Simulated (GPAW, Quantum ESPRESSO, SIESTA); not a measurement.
# Fcc Pt from compression to expansion (PBE)

What equilibrium volume and bulk modulus does PBE give for fcc Pt, and do programs with other bases and potentials agree?

Numbers are calculated unless marked as measured.

Experimental background.

“Crystal structure of Nd10.67Pt4O24, a new neodymium platinate” (2024, arxiv:2412.16732) reports for Pt, fcc, by powder X-ray diffraction, Rietveld (Pt in the cooled residue of the platinate partly decomposed at about 960 C): lattice constant a (a, cubic cell) 3.9227 ± 0.0002 Å [Pt in a mixed-phase decomposition product after thermogravimetry; sample displacement …].

### 1. Set-up

The cell holds 1 atom (1 Pt). It starts from typed lattice constants, and its volume is changed by -8 to +8 %. Symmetry fixes shape and atoms, so all levels solve the scaled cells as they are.

### 2. One input

Quantum ESPRESSO 7.5: Kohn-Sham DFT, PBE, GBRV 1.5 ultrasoft pseudopotentials, plane waves. Its pw.in for the cell at +0 %:

```
&control
  calculation = 'scf'
  pseudo_dir = './pseudo'
  outdir = './tmp'
  disk_io = 'none'
  tprnfor = .true.
  tstress = .true.
/
&system
  ibrav = 0
  nat = 1
  ntyp = 1
  ecutwfc = 45
  ecutrho = 270
  occupations = 'smearing'
  smearing = 'fd'
  degauss = 0.007350
/
&electrons
  conv_thr = 1.0e-08
  electron_maxstep = 100
  mixing_beta = 0.3
  mixing_mode = 'plain'
  diagonalization = 'david'
/
ATOMIC_SPECIES
Pt 195.084 Pt.upf
CELL_PARAMETERS angstrom
0.00000 1.98500 1.98500
1.98500 0.00000 1.98500
1.98500 1.98500 0.00000
ATOMIC_POSITIONS crystal
Pt 0.00000 0.00000 0.00000
K_POINTS automatic
13 13 13 0 0 0
```

The job ended after 4.4 s (2 MPI ranks of Arm Neoverse V2, shared host; peak memory 0.16 GiB; 8.5 s of CPU time).

### 3. The levels

| level | basis or training data | k-meshes | runs finished | CPU time | peak memory (GiB) |
| --- | --- | --- | --- | --- | --- |
| QE, PBE (reference) | plane waves, GBRV 1.5 ultrasoft, 45/270 Ry | 13×13×13 | 9 of 9 | 77 s | 0.17 |
| GPAW plane waves, PBE | plane waves, PAW, 650 eV | 13×13×13 | 9 of 9 | 2.6 min | 0.33 |
| SIESTA DZP, PBE | DZP orbitals, shift 0.01 Ry, mesh 400 Ry | 13×13×13 | 9 of 9 | 2.9 min | 0.34 |

CPU times are sums over a level's finished runs on a shared host, and rough.

### 4. Energy and pressure

Energy over each level's lowest row (meV an atom), then pressure (GPa):

```
volume change (%)  volume (Å³/atom)  E, QE, PBE  E, GPAW plane waves, PBE  E, SIESTA DZP, PBE  P, QE, PBE  P, GPAW plane waves, PBE  P, SIESTA DZP, PBE
               -8            14.391       90.75                     92.15               80.60       25.03                     25.62               24.11
               -6            14.704       48.39                     49.70               41.36       17.31                     17.97               16.11
               -4            15.017       20.27                     21.29               16.72       10.51                     11.24                9.74
               -2            15.330        4.63                      5.22                2.95        4.52                      5.31                4.18
               +0            15.643        0.00                      0.00                0.00       -0.73                      0.11               -1.09
               +2            15.956        5.04                      4.32                6.56       -5.34                     -4.47               -5.70
               +4            16.268       18.54                     17.01               21.79       -9.38                     -8.48               -9.68
               +6            16.581       39.51                     37.03               43.27      -12.92                    -11.99              -12.55
               +8            16.894       66.88                     63.47               71.60      -16.00                    -15.05              -16.23
```

### 5. Fits

Third-order Birch–Murnaghan fits: the energy is a cubic in V^(−2/3), fitted to the energies of the rows that share one k-mesh, or through its derivative to the printed pressures. A tick marks the fit quoted below: that to energies where it misses by under 0.12 meV an atom, else that to pressures.

| level | fitted to | V0 (Å³/atom) | a (Å) | B0 (GPa) | B′ | r.m.s. miss |
| --- | --- | --- | --- | --- | --- | --- |
| QE, PBE | energies, 9 rows ✓ | 15.629 | 3.969 | 247.9 | 5.50 | 0.02 meV/atom |
| QE, PBE | pressures, 9 rows | 15.597 | 3.966 | 249.6 | 5.49 | 0.01 GPa |
| GPAW plane waves, PBE | energies, 9 rows ✓ | 15.651 | 3.971 | 243.0 | 5.50 | 0.01 meV/atom |
| GPAW plane waves, PBE | pressures, 9 rows | 15.650 | 3.971 | 243.0 | 5.49 | 0.01 GPa |
| SIESTA DZP, PBE | energies, 9 rows | 15.574 | 3.964 | 243.5 | 5.32 | 0.22 meV/atom |
| SIESTA DZP, PBE | pressures, 9 rows ✓ | 15.570 | 3.964 | 245.0 | 5.48 | 0.22 GPa |

### 6. What came out

From its energies, the reference gives V0 = 15.629 Å³ an atom (a = 3.969 Å), B0 = 248 GPa and B′ = 5.5. GPAW plane waves, PBE (energies) lies +0.14 % from it in volume and -2.0 % in bulk modulus. SIESTA DZP, PBE (pressures) lies -0.38 % from it in volume and -1.2 % in bulk modulus. The energies of SIESTA DZP, PBE scatter about their fit by 0.22 meV an atom even on one mesh, so the pressures are quoted there. Where both fits stand, they agree on V0 within 0.3 %.

Calculation against experiment:

| quantity | measured | QE, PBE | GPAW plane waves, PBE | SIESTA DZP, PBE |
| --- | --- | --- | --- | --- |
| lattice constant a (Å) | 3.9227 | 3.969 (+1.2 %) | 3.971 (+1.2 %) | 3.964 (+1.0 %) |

Measured values from arxiv:2412.16732 (2024).

**Against experiment.** The reference's lattice constant a lies +1.2 % from the measured 3.9227 Å, the other levels' +1.0 to +1.2 %. The grades are ours: good and fair within 0.7 and 1.5 % for the lattice constant a. For lattice constants the calculation has a static lattice, without zero-point motion or thermal motion. As a rule both would widen the computed cell, so the excess over experiment is if anything larger than shown.

Caveats: The nuclei are static, without zero-point or thermal motion. Spin–orbit coupling is left out. SIESTA's automatically made basis is far from complete, and its potentials were converted by us (checked for H, C, O, Si, Ge and Ca alone). The DFT runs use Fermi–Dirac occupations of width 0.1 eV, and energies are free energies.

[Logs are printed without paths, hosts, clocks, repeated set-up lines and the standing remarks that a program may print on its own settings, such as how far it seeks lower states.]

[Hosts, paths, dates, database ids (printed as entryN), source tags and the programs' standing remarks are cut or masked in the printed files.]
